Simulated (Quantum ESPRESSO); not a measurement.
# SrO (Fm-3m): phonon deformation potentials, worked out

How far does biaxial strain in the (001) plane shift the zone-centre optical mode of SrO (Fm-3m)?

Method: DFT PBE, scalar-relativistic, plane waves, PseudoDojo norm-conserving pseudopotentials, in Quantum ESPRESSO 7.5.

The database entry behind the starting cell differs from later determinations by our own check (about 0.5 % short), so it need not match the best structure at ambient conditions.

## (1) The relaxed structure

It takes space group Fm-3m (No. 225, cubic). Conventional cell: a = 5.191 Å, b = 5.191 Å, c = 5.191 Å, α = 90.00°, β = 90.00°, γ = 90.00°. Nearest to Sr lie 6 O at 2.60 Å. O has 6 Sr at 2.60 Å nearest. Farther neighbours and most contacts between anions are not listed.

This is the cell after its relaxation at this level of theory, not the database cell from which that began.

## (2) Uniaxial strain

The relaxed cell is stretched along z alone. This keeps all atoms on sites fixed by symmetry and splits the threefold mode into a singlet, polarised along z, and a doublet. The macroscopic field is left out, so these are transverse modes. Cutoff 92 Ry, k mesh 8×8×8.

From the response at ε_zz = 0.01:

Log:

```text
[banners, grids, parts of the stress and lines that vanish by symmetry left out]
Program PHONON v.7.5
     Reading xml data from directory:

[...]
Exchange-correlation= PBE
                           (   1   4   3   4   0   0   0)
[...]
kinetic-energy cut-off    =      92.0000  Ry
     charge density cut-off    =     368.0000  Ry
     convergence threshold     =      1.0E-18
[...]
Exchange-correlation= PBE
                           (   1   4   3   4   0   0   0)
[...]
q = (   0.0000000   0.0000000   0.0000000 )
     17 Sym.Ops. (with q -> -q+G )
     G cutoff =  453.0371  (  28367 G-vectors)     FFT grid: ( 45, 45, 45)
     number of k points=    59
[...]
Mode symmetry, D_4h(4/mmm) point group:
[...]
Representation #   1 mode #   1
[...]
End of self-consistent calculation
     Convergence has been achieved
     Representation #   2 mode #   2
[...]
End of self-consistent calculation
     Convergence has been achieved
     Representation #   3 modes #   3   4
[...]
End of self-consistent calculation
     Convergence has been achieved
     Representation #   4 modes #   5   6
[...]
End of self-consistent calculation
     Convergence has been achieved
[...]
q = (    0.000000000   0.000000000   0.000000000 )
[...]
freq (    1) =       0.151720 [THz] =       5.060842 [cm-1]
     freq (    2) =       0.151720 [THz] =       5.060842 [cm-1]
     freq (    3) =       0.152861 [THz] =       5.098904 [cm-1]
     freq (    4) =       5.049449 [THz] =     168.431491 [cm-1]
     freq (    5) =       5.757459 [THz] =     192.048176 [cm-1]
     freq (    6) =       5.757459 [THz] =     192.048176 [cm-1]
[...]
Mode symmetry, D_4h(4/mmm) point group:
     freq (   1-   1) =          5.1  [cm-1]   --> A_2u X_4' M_4'  I
     freq (   2-   3) =          5.1  [cm-1]   --> E_u  X_5' M_5'  I
     freq (   4-   4) =        168.4  [cm-1]   --> A_2u X_4' M_4'  I
     freq (   5-   6) =        192.0  [cm-1]   --> E_u  X_5' M_5'  I

   JOB DONE.
```

| ε_zz | singlet (cm⁻¹) | doublet (cm⁻¹) | σ_zz (GPa) | σ_xx (GPa) |
| --- | --- | --- | --- | --- |
| -0.01 | 212.34 | 188.07 | -1.720 | -0.484 |
| -0.005 | 201.31 | 189.28 | -0.835 | -0.242 |
| 0 | 190.32 | 190.32 | -0.005 | -0.005 |
| 0.005 | 179.38 | 191.25 | 0.773 | 0.227 |
| 0.01 | 168.43 | 192.05 | 1.500 | 0.454 |

Stress is counted positive in tension.

## (3) The fit

To first order ω² − ω₀² = p ε_zz + q (ε_xx + ε_yy) for the mode along z, and likewise for x and y. With ε_zz alone the singlet gives p and the doublet q.

The linear terms of parabolas through ω² are p = -23.07 ω₀² and q = 2.08 ω₀², with ω₀ = 190.3 cm⁻¹. Those of the stresses are C11 = 161 GPa and C12 = 47 GPa. Under hydrostatic strain p and q imply γ = −(p + 2q)/(6 ω₀²) = 3.15.

A layer held to an in-plane strain ε and free along z takes ε_zz = −2 (C12/C11) ε = -0.583 ε. To first order the singlet then shifts by (q − p C12/C11) ε / ω₀ = 1676 ε cm⁻¹. For ε = -0.006, ε_zz = 0.00350, the formulas for ω² predict 179.97 cm⁻¹ for the singlet and 202.60 cm⁻¹ for the doublet.

## (4) A biaxially strained cell

This run was no part of the fit.

Log:

```text
[banners, grids, parts of the stress and lines that vanish by symmetry left out]
[banner, memory and clock lines left out]
Program PHONON v.7.5

[...]
Exchange-correlation= PBE
                           (   1   4   3   4   0   0   0)
[...]
kinetic-energy cut-off    =      92.0000  Ry
     charge density cut-off    =     368.0000  Ry
     convergence threshold     =      1.0E-18
[...]
Exchange-correlation= PBE
                           (   1   4   3   4   0   0   0)
[...]
q = (   0.0000000   0.0000000   0.0000000 )
     17 Sym.Ops. (with q -> -q+G )
     G cutoff =  447.4189  (  27863 G-vectors)     FFT grid: ( 45, 45, 45)
     number of k points=    59
[...]
Mode symmetry, D_4h(4/mmm) point group:
[...]
Representation #   1 mode #   1
[...]
End of self-consistent calculation
     Convergence has been achieved
     Representation #   2 mode #   2
[...]
End of self-consistent calculation
     Convergence has been achieved
     Representation #   3 modes #   3   4
[...]
End of self-consistent calculation
     Convergence has been achieved
     Representation #   4 modes #   5   6
[...]
End of self-consistent calculation
     Convergence has been achieved
[...]
q = (    0.000000000   0.000000000   0.000000000 )
[...]
freq (    1) =       0.145125 [THz] =       4.840843 [cm-1]
     freq (    2) =       0.145125 [THz] =       4.840843 [cm-1]
     freq (    3) =       0.146343 [THz] =       4.881464 [cm-1]
     freq (    4) =       5.395209 [THz] =     179.964799 [cm-1]
     freq (    5) =       6.084857 [THz] =     202.968977 [cm-1]
     freq (    6) =       6.084857 [THz] =     202.968977 [cm-1]
[...]
Mode symmetry, D_4h(4/mmm) point group:
     freq (   1-   1) =          4.8  [cm-1]   --> A_2u X_4' M_4'  I
     freq (   2-   3) =          4.8  [cm-1]   --> E_u  X_5' M_5'  I
     freq (   4-   4) =        180.0  [cm-1]   --> A_2u X_4' M_4'  I
     freq (   5-   6) =        203.0  [cm-1]   --> E_u  X_5' M_5'  I
```

| mode | predicted (cm⁻¹) | run (cm⁻¹) |
| --- | --- | --- |
| singlet | 179.97 | 179.96 |
| doublet | 202.60 | 202.97 |

The stress along z is -0.014 GPa and that in the plane -1.134 GPa; the unstrained cell carries -0.005 GPa.

## (5) What came out

| Item | Value |
| --- | --- |
| p (in units of the squared frequency) | -23.07 |
| q (same units) | 2.085 |
| shift of the singlet per unit of biaxial strain | 1676 cm⁻¹ |
| C11 and C12 | 161 and 47 GPa |

In words: To first order, one per cent of tensile biaxial strain moves the singlet of SrO (Fm-3m) by 16.8 cm⁻¹ and the doublet by -21.1 cm⁻¹; the formulas miss the test run by up to 0.37 cm⁻¹. In the rock-salt structure this mode is infrared active and has no first-order Raman line. The third potential, r, needs shear strain, which was not run. These are harmonic values at zero temperature.

[Host names and launcher messages were left out of these logs when they were recorded.]

[Logs are printed without paths, hosts, clocks, repeated set-up lines and the standing remarks that a program may print on its own settings, such as how far it seeks lower states.]

[Hosts, paths, dates, database ids (printed as entryN), source tags and the programs' standing remarks are cut or masked in the printed files.]
